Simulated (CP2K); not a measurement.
Two runs for the C K edge of methanethiol. Run A: CP2K XAS_TDP, all-electron GAPW, PBEh(45%), aug-cc-pVTZ, TDA, no relativity. Run B differs in one setting.

First lines with a strength over 0.0015. A:

| atom | energy (eV) | states | strength, one atom |
| --- | --- | --- | --- |
| C1 (bonded to S and 3 H) | 283.40 | 1 | 0.0347 |
|  | 284.12 | 1 | 0.0130 |
|  | 285.00 | 1 | 0.0214 |
|  | 285.04 | 1 | 0.0238 |
|  | 285.23 | 1 | 0.0075 |

B:

```csv
atom,energy (eV),states,"strength, one atom"
C1 (bonded to S and 3 H),269.67,1,0.0030
,270.21,1,0.0068
,270.27,1,0.0029
,270.35,1,0.0038
,271.37,1,0.0016
```

**Question.** Which was it: the basis, GW2X switched on, the functional, scalar relativity switched on?

The functional (functional from PBEh(45%) to PBE; the lines alone don't name the new value). A functional moves all lines by electronvolts and changes their spacings and strengths. Against PBEh(45%) in aug-cc-pVTZ, the leading line moves by -13.73 eV, to 269.67 eV; the strength of C1's goes from 0.0347 to 0.0030, so the two may not be the same state. The next line of C1 over the strength cut lies 0.54 eV higher, against 0.72.

[Banner, clock and machine lines of the logs are left out without a mark of their own.]

[Logs are printed without paths, hosts, clocks, repeated set-up lines and the standing remarks that a program may print on its own settings, such as how far it seeks lower states.]

[Hosts, paths, dates, database ids (printed as entryN), source tags and the programs' standing remarks are cut or masked in the printed files.]
